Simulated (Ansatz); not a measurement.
# Pt chain started as a strip of triangles: period, moment and channels by functional, part 2 of 3

How many channels does the Pt chain started as a strip of triangles carry, and how sure is the answer?

Ansatz 0.2.0; DFT PBE, plane waves, PAW; relaxation of a chain's period (the session's first sound run).

So far. Step 2 (Relaxation of atoms and period, level PBE, cutoff 420 …): The cell's length comes to 2.480 Å with no moment.

### Step 3. Bands of the perfect wire, level PBE, cutoff 420 eV

This step: DFT PBE, plane waves, PAW; channels and complex bands of a perfect chain (Ansatz 0.2.0).

At the relaxed period the Bloch states of the perfect chain are found at each energy: those that move forward count the open channels, and those that decay describe how a disturbance dies away inside the wire itself. An energy step of 0.035 eV is under the 0.039 eV that the program asks for its thermal average at 300 K.

Input file input.yaml:

```yaml
crystal:
  lattice:
    - [9.0, 0.0, 0.0]
    - [0.0, 7.5, 0.0]
    - [0.0, 0.0, 2.4797237033]
  atoms:
    - { symbol: Pt, position: [0.370449054, 0.5, 0.0] }
    - { symbol: Pt, position: [0.629550946, 0.5, 0.5] }
kpoints:
  mp_grid: { grid: [1, 1, 33] }
  band_path: { path: ["Γ", Z], npoints: 60 }
scf:
  occupations: { method: fermi_dirac, width: 0.05 }
hamiltonian:
  xc: pbe
output:
  transmission:
    e_range: [-2, 2]
    de: 0.035
    kmesh: [1, 1]
    reduced_basis: true
    leads: [[0, 0]]
  dos: { projected: true, e_range: [-6, 4] }
  write_potential: true
  write_density: true
  volumetric_format: npy
  elf: true
```

On the command line:

```console
> ansatz run input.yaml --threads 4 --pin off --max-ram 8192MiB --backend cpu --events-out ev --progress --plain --runs-dir out
```

Numbers of over 12 decimals in the logs are rounded to 6 here.

Log:

```text
[...]
Crystal: 2 atoms, lattice volume = 167.381 Å³
Basis set: ecut = 420 eV, 3271 PW (Γ)
Bands: 22, of which v1, the nominal top of the filled ones, is band 18 counted from 1 (17 counted from 0)
Symmetry: 8 space group operations
[...]
k-points: 17 of 33
[...]
SCF iter   1: F=—  HF=-25042.266374 eV  |F-HF|=—  |Δ(HF+E_count)|=         —  Δρ=1.38e-2  dr2=2.00e-1  ethr=1.77e-3  ⟨swp⟩=6.0  Hψ=1686  notcnv=0
[...]
SCF iter   8: F=-25042.219401 eV  HF=-25042.219401 eV  |F-HF|=4.32e-9  |Δ(HF+E_count)|=   1.51e-8  Δρ=4.63e-6  dr2=4.51e-8  ethr=2.78e-10  ⟨swp⟩=4.2  Hψ=979  notcnv=0
SCF 1 converged in 8 iterations: F = -25042.219401 eV  dr2 = 4.51e-8
[...]
NSCF: frozen V_eff on 61 k-points
transmission: 4 of 24 steps passed
transmission: 8 of 24 steps passed
[...]
transmission: 24 of 24 steps passed
WARN: The output density's exchange-correlation potential varies sharply where the density is thin. Do not read a vacuum level from v_tot or v_xc, or from such a field of the output density. On a cell that repeats whose density bears no net charge and no dipole along the vacuum's axis use v_es (v_loc + v_h of the components); under efield.dipole_correction with no amplitude use v_es + v_field, which holds any externa [...]
SCF converged after 8 iterations
Free energy (F): -25042.219401 eV
[...]
Internal energy: -25042.177489 eV  (E = F + TS)
E sigma→0 (E₀):  -25042.198445 eV
Entropy (-TS):   -0.041912 eV (-20.956 meV/atom)
Fermi energy:    -0.648064 eV
[...]
--- Band table (eV; the first three rows and the last of 17) ---
  k-point 0: bands = [... 14 lower, -1.5375, -1.4253, -0.7786, -0.3350, -0.0175, 0.3808, 2.0343, 2.1168]
  k-point 1: bands = [... 14 lower, -1.6204, -1.4318, -0.6829, -0.3768, -0.1034, 0.2678, 2.1459, 2.1991]
  k-point 2: bands = [... 14 lower, -1.6560, -1.4557, -0.4916, -0.4790, -0.3281, -0.0041, 2.4150, 2.4161]
  k-point 16: bands = [... 14 lower, -1.2419, -1.1689, -0.6123, -0.5840, 3.6826, 4.2007, 7.1984, 7.4917]
--- Transmission ---
  basis      : 595 plane waves across, 4 finite elements along
  points     : 1, standing for a mesh of 1 x 1
  filling    : by the input's occupations and mesh, since the crystals that have channels conduct as metals do. If one of these is a semiconductor, that mesh has misplaced its level
  energies   : 115 from -2.000000 to 1.990000 eV about the Fermi level, 0.035000 eV apart; the leads are filled to 0.000000 eV, and channels, transmission and decay are at -0.005000 eV
  crystal 0  : Pt2, at the sites [0, 0], period 2.4797 Å: whole cells are its period
    offset         : up to 0.0000 Å between an atom of the period and one for which it stands
    filled         : 4.7 meV under the level at which it is neutral
    channels       : 7.000000e0 a spin
    conductance    : 7.8512e14 S/m² at 300 K; may be off by some 0.0 % by where its bands' edges are placed, 0.4 % from the distance to neutral
```

Run time: 41 s. Hardware: 4 threads of Arm Neoverse V1, shared host; peak memory 0.77 GiB.

Numbers from this step:

* energy at zero smearing: -25042.1984 eV
* channels at the energy nearest the Fermi level, one spin: 7
* conductance of the lead as this run defines it: 6.840 G₀
* band gap: 0 eV

Open channels of the lead, one spin against energy, zero at the Fermi level:

```csv
energy (eV),"open channels of the lead, one spin"
-2.000,4
-1.895,5
-1.790,5
-1.685,5
-1.615,5
-1.510,5
-1.405,7
-1.300,7
-1.195,7
-1.090,7
-0.985,8
-0.915,8
-0.810,9
-0.705,8
-0.600,8
-0.495,8
-0.390,6
-0.285,6
-0.215,6
-0.110,7
-0.005,7
0.100,5
0.205,5
0.310,5
0.415,4
0.485,4
0.590,4
0.695,3
0.800,3
0.905,3
1.010,3
1.115,2
1.185,2
1.290,2
1.395,2
1.500,2
1.605,2
1.710,2
1.815,2
1.885,2
```

The slowest values at each energy, most degenerate partners merged, listed up to 1.5 1/Å. Im kz of the slowest decaying states against energy, zero at the Fermi level:

```csv
energy (eV),decay 1 (Å⁻¹),decay 2 (Å⁻¹),decay 3 (Å⁻¹),decay 4 (Å⁻¹)
-2.0000,0.203,0.233,0.337,0.738
-1.7550,0.167,0.308,0.652,1.00
-1.5100,0.0397,0.264,0.542,0.925
-1.2650,0.199,0.384,0.831,1.14
-0.9850,0.0923,0.678,1.10,1.24
-0.7400,0.0786,0.267,0.320,1.06
-0.4950,0.0989,0.292,1.03,1.19
-0.2500,0.0731,0.298,0.357,0.994
-0.0050,0.440,0.537,0.960,1.13
0.2400,0.163,0.532,0.639,0.927
0.4850,0.148,0.247,0.601,0.712
0.7650,0.0912,0.229,0.313,0.664
1.0100,0.143,0.273,0.359,0.708
1.2550,0.0970,0.171,0.306,0.399
1.5000,0.127,0.185,0.331,0.435
1.7450,0.140,0.188,0.351,0.467
```

The electronic bands at the labelled points (eV, zero at the Fermi level):

| point | band 15 | band 16 | band 17 | band 18 | band 19 | band 20 | band 21 | band 22 |
| --- | --- | --- | --- | --- | --- | --- | --- | --- |
| Γ | -0.89 | -0.78 | -0.13 | 0.31 | 0.63 | 1.03 | 2.68 | 2.76 |
| halfway | -1.45 | -1.19 | -0.90 | -0.64 | -0.35 | 1.75 | 5.41 | 5.48 |
| Z | -0.55 | -0.55 | 0.06 | 0.06 | 4.64 | 4.64 | 7.96 | 7.96 |

Valence density in the ca plane at fractional y = 0.500, with atoms of Pt within 0.2 Å of it. It is the smooth field of the valence electrons, not physical close to the nuclei.

Ten even steps from '0' (0 e/Å³) to '9' (12 e/Å³), each cell a mean:
```
0000000000000
0000000000000
0000000000000
0000000000000
0000000000000
0000000000000
0000112211000
0001356653100
0013689986310
0012468864210
0000123321000
0000000000000
1110000000011
5532100001235
9974200002479
9863100001368
4321000000123
0000000000000
0000000000000
0000000000000
0000000000000
0000000000000
0000000000000
0000000000000
```
Columns run along c (2.5 Å), rows up along a (9.0 Å). Atoms in or near the plane, at fractional coordinates: Pt at (0.00, 0.37), Pt at (0.50, 0.63).

Electrostatic potential energy in the ca plane at fractional y = 0.500, with atoms of Pt within 0.2 Å of it. With pseudopotentials it is smooth inside the atoms' cores, unlike the true potential.

Ten even steps from '_' (-81 eV) to '@' (5 eV), each cell a mean:
```
@@@@@@@@@@@@@@@@@@@@@@@@@@
@@@@@@@@@@@@@@@@@@@@@@@@@@
@@@@@@@@@@@@@@@@@@@@@@@@@@
@@@@@@@@@@@@@@@@@@@@@@@@@@
@@@@@@@@@@@@@@@@@@@@@@@@@@
@@@@@@@@@@%%%%%%%%@@@@@@@@
@@@@%%%%##**++++**##%%%%@@
@@%%##++--..____..--++##%%
%%%%**--..________..--**%%
%%%%##==::________::==##%%
@@@@%%##**========**##%%@@
@@@@@@%%%%%%%%%%%%%%%%@@@@
****##%%%%@@@@@@@@%%%%##**
..::--==##%%@@@@%%##==--::
______::++##%%%%##++::____
______::++##%%%%##++::____
::--==**##%%@@@@%%##**==--
####%%%%@@@@@@@@@@@@%%%%##
@@@@@@@@@@@@@@@@@@@@@@@@@@
@@@@@@@@@@@@@@@@@@@@@@@@@@
@@@@@@@@@@@@@@@@@@@@@@@@@@
@@@@@@@@@@@@@@@@@@@@@@@@@@
@@@@@@@@@@@@@@@@@@@@@@@@@@
@@@@@@@@@@@@@@@@@@@@@@@@@@
```
Columns run along c (2.5 Å; values clipped at the 3rd and 97th percentile), rows up along a (9.0 Å). Atoms in or near the plane, at fractional coordinates: Pt at (0.00, 0.37), Pt at (0.50, 0.63).

ELF in the ca plane at fractional y = 0.500, with atoms of Pt within 0.2 Å of it. It is the smooth field of the valence electrons, not physical close to the nuclei.

Ten even steps from '0' (0.00) to '9' (0.69), each cell a mean:
```
0000000000000
0000000000000
0000000000000
1111000000111
3222111111222
4433223322334
5444566665444
4456899998654
4458999999854
4347899998743
3334567765433
4444444444444
5554334433455
9886433334688
9998644446899
9998644446899
8876445544678
4433344443334
2222233332222
1111112211111
0000000000000
0000000000000
0000000000000
0000000000000
```
Columns run along c (2.5 Å), rows up along a (9.0 Å). Atoms in or near the plane, at fractional coordinates: Pt at (0.00, 0.37), Pt at (0.50, 0.63).

By hand: the program gives 7.8512 × 10^14 S/m² over the cell's cross-section of 67.50 Å² = 6.750 × 10^-19 m², so one cell conducts 5.300 × 10^-4 S. Divided by G0 = 2e²/h = 7.748 × 10^-5 S this is 6.84 G0, a resistance of 1.89 kΩ.

At the computed energy nearest the Fermi level there are 7 channels a spin, and the thermal average gives 6.84 G₀.

### Step 4. Relaxing the period, cutoff 500 eV

This step: DFT r2SCAN, plane waves, PAW; relaxation of a chain's period (Ansatz 0.2.0).

The relaxation is repeated under another functional. r2SCAN also reads the kinetic-energy density; it often gives larger moments and wider gaps than PBE, at a higher cost. Against the first PBE run of this kind, the cutoff is 500 eV against 420.

Input file input.yaml:

```yaml
crystal:
  lattice:
    - [9.0, 0.0, 0.0]
    - [0.0, 7.5, 0.0]
    - [0.0, 0.0, 2.66152]
  atoms:
    - { symbol: Pt, position: [0.373671111, 0.5, 0.0], spin: 0.6 }
    - { symbol: Pt, position: [0.626328889, 0.5, 0.5], spin: 0.6 }
magnetization:
  spin_polarized: true
kpoints:
  mp_grid: { grid: [1, 1, 31] }
scf:
  occupations: { method: fermi_dirac, width: 0.05 }
hamiltonian:
  xc: r2scan
relax:
  cell: { fix: [a, b, alpha, beta, gamma] }
  max_steps: 60
```

Log:

```text
[...]
Crystal: 2 atoms, lattice volume = 179.653 Å³
Basis set: ecut = 500 eV, 4539 PW (Γ), exchange–correlation on 288×240×80 points (64 copies of the dense FFT grid, shifted against one another)
Bands: 23, of which v1, the nominal top of the filled ones, is band 18 counted from 1 (17 counted from 0)
Symmetry: 8 space group operations
[...]
-0.000000      -0.121370       0.000000
       -0.000000       0.000000      -0.005817
  P = ⅓ Tr σ = -0.0668 GPa (-0.668 kbar)
--- Relaxed structure (8 steps of the walk, 7 accepted, 1 SCFs on fresh bases) ---
[...]
cell:  # Å, volume = 166.2268 Å³
    - [9.0, 0, 0]
    - [0, 7.5, 0]
    - [0, 0, 2.462619]
  atoms:
    - { symbol: Pt, position: [0.372005, 0.5, 0] }
    - { symbol: Pt, position: [0.627995, 0.5, 0.5] }
[key lines of the parts left out:]
SCF converged after 16 iterations
Magnetization: -0.3370 μB (17.8315 up, 18.1685 down)
Free energy (F): -25069.340824 eV
Fermi energy:    -0.703710 eV
```

Run time: 2.7 min. Hardware: 4 threads; peak memory 0.9 GiB; 11 min of CPU time.

Relaxation path:

| step | energy less that of the first step (eV) | largest force component (eV/Å) | pressure (GPa) | volume (Å³) |
| --- | --- | --- | --- | --- |
| 1 | 0.0000 | 1.0139 | -2.69 | 179.65 |
| 2 | -0.1343 | 1.6936 | 1.32 | 170.87 |
| 3 | -0.2359 | 0.1414 | -0.46 | 170.58 |
| 4 | -0.2605 | 0.1614 | -0.20 | 167.83 |
| 5 | -0.2450 | 0.2139 | 0.46 | 163.30 |
| 6 | -0.2669 | 0.0740 | -0.07 | 165.90 |
| 7 | -0.2673 | 0.0041 | -0.08 | 166.29 |
| 8 | -0.2673 | 0.0019 | -0.06 | 166.23 |
| 9* | -0.2662 | 0.0020 | -0.07 | 166.23 |

Relaxation steps marked * repeat the geometry before them on a plane-wave basis chosen anew for their cell, so energy and pressure can jump there. Relaxation step 5 was tried and not accepted.

The run keeps the 8 symmetry operations that it works with, so distortions that break them were not tested.

```csv
cell as run,before,after,change
c (Å),2.662,2.463,-7.5 %
```

The atoms that moved most (Å, along periodic axes as changes of fractional coordinates times the final cell, across vacuum about the mean position):

```csv
atom,dx,dy,dz,length
Pt1,-0.015,0.000,0.000,0.015
Pt2,0.015,0.000,0.000,0.015
```

The relaxed structure:

```cif
data_structure
_symmetry_space_group_name_H-M 'P 1'
_symmetry_Int_Tables_number 1
_cell_length_a 9.0000
_cell_length_b 7.5000
_cell_length_c 2.4626
_cell_angle_alpha 90.000
_cell_angle_beta 90.000
_cell_angle_gamma 90.000
_cell_volume 166.23
loop_
_atom_site_label
_atom_site_type_symbol
_atom_site_fract_x
_atom_site_fract_y
_atom_site_fract_z
_atom_site_occupancy
Pt1 Pt 0.37200 0.50000 0.00000 1
Pt2 Pt 0.62800 0.50000 0.50000 1
```

The cell's length comes to 2.463 Å, -0.7 % against the first run, with an absolute moment of 0.34 μB a cell.

### Step 5. Bands of the perfect wire, level r2SCAN, cutoff 500 eV

This step: DFT r2SCAN, plane waves, PAW; channels and complex bands of a perfect chain (Ansatz 0.2.0).

The channels are counted again under r2SCAN, at the period that it gave. Its window is narrower, to save time.

Input file input.yaml:

```yaml
crystal:
  lattice:
    - [9.0, 0.0, 0.0]
    - [0.0, 7.5, 0.0]
    - [0.0, 0.0, 2.4626192791]
  atoms:
    - { symbol: Pt, position: [0.372004585, 0.5, 0.0], spin: -0.11 }
    - { symbol: Pt, position: [0.627995415, 0.5, 0.5], spin: -0.11 }
magnetization:
  spin_polarized: true
kpoints:
  mp_grid: { grid: [1, 1, 33] }
  band_path: { path: ["Γ", Z], npoints: 60 }
scf:
  occupations: { method: fermi_dirac, width: 0.05 }
hamiltonian:
  xc: r2scan
output:
  transmission:
    e_range: [-0.7, 0.7]
    de: 0.035
    kmesh: [1, 1]
    reduced_basis: true
    leads: [[0, 0]]
  dos: { projected: true, e_range: [-6, 4] }
```

Log:

```text
[...]
Crystal: 2 atoms, lattice volume = 166.227 Å³
Basis set: ecut = 500 eV, 4243 PW (Γ), exchange–correlation on 288×240×72 points (64 copies of the dense FFT grid, shifted against one another)
Bands: 23, of which v1, the nominal top of the filled ones, is band 18 counted from 1 (17 counted from 0)
Symmetry: 8 space group operations
[...]
k-points: 17 of 33
[...]
--- Transmission ---
  basis      : 711 plane waves across, 4 finite elements along
  points     : 1, standing for a mesh of 1 x 1
[...]
crystal 0  : Pt2, at the sites [0, 0], period 2.4626 Å: whole cells are its period
[...]
filled         : 0.1 meV under the level at which it is neutral
    channels       : 6.000000e0 up, 5.000000e0 down
[...]
[key lines of the parts left out:]
SCF converged after 22 iterations
Magnetization: -0.4482 μB (17.7759 up, 18.2241 down)
Free energy (F): -25069.334979 eV
Fermi energy:    -0.693960 eV
```

Run time: 76 s. Hardware: 4 threads; peak memory 0.97 GiB; 4.6 min of CPU time.

At the computed energy nearest the Fermi level there are 6 spin-up and 5 spin-down channels, and the thermal average gives 5.56 G₀.

### Step 6. Relaxation of atoms and period

This step: DFT LDA, plane waves, PAW; relaxation of a chain's period (Ansatz 0.2.0).

The relaxation is repeated under another functional. LDA has no gradient terms and tends to overbind, so it marks the short end of the likely bond lengths.

input.yaml, the sections that differ from step 5:

```yaml
crystal:
  lattice:
    - [9.0, 0.0, 0.0]
    - [0.0, 7.5, 0.0]
    - [0.0, 0.0, 2.66152]
  atoms:
    - { symbol: Pt, position: [0.373671111, 0.5, 0.0], spin: 0.6 }
    - { symbol: Pt, position: [0.626328889, 0.5, 0.5], spin: 0.6 }
kpoints:
  mp_grid: { grid: [1, 1, 31] }
hamiltonian:
  xc: lda
relax:
  cell: { fix: [a, b, alpha, beta, gamma] }
  max_steps: 60
# magnetization, scf: as in step 5
# output: removed
```

Log:

```text
[...]
Crystal: 2 atoms, lattice volume = 179.653 Å³
Basis set: ecut = 420 eV, 3567 PW (Γ)
Bands: 23, of which v1, the nominal top of the filled ones, is band 18 counted from 1 (17 counted from 0)
Symmetry: 8 space group operations
[...]
k-points: 16 of 31
[...]
Starting moments: Σ|m| = 1.2 μB on 2 of 2 sites
[...]
0.000000      -0.126044       0.000000
        0.000000       0.000000       0.007984
  P = ⅓ Tr σ = -0.0432 GPa (-0.432 kbar)
--- Relaxed structure (6 steps of the walk, 6 accepted, 1 SCFs on fresh bases) ---
[...]
cell:  # Å, volume = 163.6254 Å³
    - [9.0, 0, 0]
    - [0, 7.5, 0]
    - [0, 0, 2.424080]
  atoms:
    - { symbol: Pt, position: [0.372781, 0.5, 0] }
    - { symbol: Pt, position: [0.627219, 0.5, 0.500000] }
[key lines of the parts left out:]
SCF converged after 8 iterations
Magnetization: -0.0000 μB (18.0000 up, 18.0000 down)
Free energy (F): -24485.039043 eV
Fermi energy:    -0.858422 eV
```

Elapsed: 18 s, on 4 threads; peak memory 0.47 GiB.

The steps of the relaxation:

```
step  energy less that of the first step (eV)  largest force component (eV/Å)  pressure (GPa)  volume (Å³)
   1                                   0.0000                          1.3900           -3.64       179.65
   2                                  -0.2650                          1.7292            1.04       170.81
   3                                  -0.4225                          0.3165           -0.76       168.72
   4                                  -0.4512                          0.5556            0.13       161.11
   5                                  -0.4857                          0.0152           -0.06       163.61
   6                                  -0.4857                          0.0030           -0.04       163.63
  7*                                  -0.4841                          0.0032           -0.04       163.63
```

Relaxation steps marked * repeat the geometry before them on a plane-wave basis chosen anew for their cell, so energy and pressure can jump there.

The run keeps the 8 symmetry operations that it works with, so distortions that break them were not tested.

```
cell as run  before  after  change
      c (Å)   2.662  2.424  -8.9 %
```

Final coordinates:

```xyz
2
Lattice="9.0000 0.0000 0.0000 0.0000 7.5000 0.0000 0.0000 0.0000 2.4241" Properties=species:S:1:pos:R:3
Pt    3.3550    3.7500    0.0000
Pt    5.6450    3.7500    1.2120
```

The cell's length comes to 2.424 Å, -2.2 % against the first run, with no moment.

The cell shrank by 8.9 % in its periodic edges. From the first step to the last the energy fell by 0.484 eV, across changes of basis, and the largest move was 0.008 Å (Pt1 and 1 other atom alike).

### Step 7. The wire at its relaxed period, level LDA, cutoff 420 eV

This step: DFT LDA, plane waves, PAW; channels and complex bands of a perfect chain (Ansatz 0.2.0).

The channels are counted again under LDA, at the period that it gave.

Input file input.yaml:

```yaml
crystal:
  lattice:
    - [9.0, 0.0, 0.0]
    - [0.0, 7.5, 0.0]
    - [0.0, 0.0, 2.4240800783]
  atoms:
    - { symbol: Pt, position: [0.372780517, 0.5, 0.0] }
    - { symbol: Pt, position: [0.627219483, 0.5, 0.5] }
kpoints:
  mp_grid: { grid: [1, 1, 34] }
  band_path: { path: ["Γ", Z], npoints: 60 }
scf:
  occupations: { method: fermi_dirac, width: 0.05 }
hamiltonian:
  xc: lda
output:
  transmission:
    e_range: [-2, 2]
    de: 0.035
    kmesh: [1, 1]
    reduced_basis: true
    leads: [[0, 0]]
  dos: { projected: true, e_range: [-6, 4] }
```

Log:

```text
[...]
Crystal: 2 atoms, lattice volume = 163.625 Å³
Basis set: ecut = 420 eV, 3179 PW (Γ)
Bands: 22, of which v1, the nominal top of the filled ones, is band 18 counted from 1 (17 counted from 0)
Symmetry: 8 space group operations
[...]
k-points: 18 of 34
[...]
k-point 17: bands = [... 14 lower, -1.4394, -1.4394, -0.7699, -0.7699, 3.9915, 3.9915, 7.5794, 7.5794]
--- Transmission ---
  basis      : 595 plane waves across, 3 finite elements along
  points     : 1, standing for a mesh of 1 x 1
[...]
crystal 0  : Pt2, at the sites [0, 0], period 2.4241 Å: whole cells are its period
[...]
filled         : 3.4 meV under the level at which it is neutral
    channels       : 7.000000e0 a spin
[...]
[key lines of the parts left out:]
SCF converged after 8 iterations
Free energy (F): -24485.036843 eV
Fermi energy:    -0.847385 eV
```

The job ended after 32 s (4 threads; peak memory 0.65 GiB).

The open channels of the lead, one spin by energy, zero at the Fermi level:

| energy (eV) | open channels of the lead, one spin |
| --- | --- |
| -2.000 | 5 |
| -1.790 | 5 |
| -1.615 | 7 |
| -1.405 | 7 |
| -1.195 | 6 |
| -0.985 | 10 |
| -0.810 | 8 |
| -0.600 | 8 |
| -0.390 | 6 |
| -0.215 | 7 |
| -0.005 | 7 |
| 0.205 | 5 |
| 0.415 | 4 |
| 0.590 | 4 |
| 0.800 | 3 |
| 1.010 | 3 |
| 1.185 | 2 |
| 1.395 | 2 |
| 1.605 | 2 |
| 1.815 | 2 |

At the computed energy nearest the Fermi level there are 7 channels a spin, and the thermal average gives 6.94 G₀.

(Part 2 of 3 ends here.)

[Logs are printed without paths, hosts, clocks, repeated set-up lines and the standing remarks that a program may print on its own settings, such as how far it seeks lower states.]

[Hosts, paths, dates, database ids (printed as entryN), source tags and the programs' standing remarks are cut or masked in the printed files.]
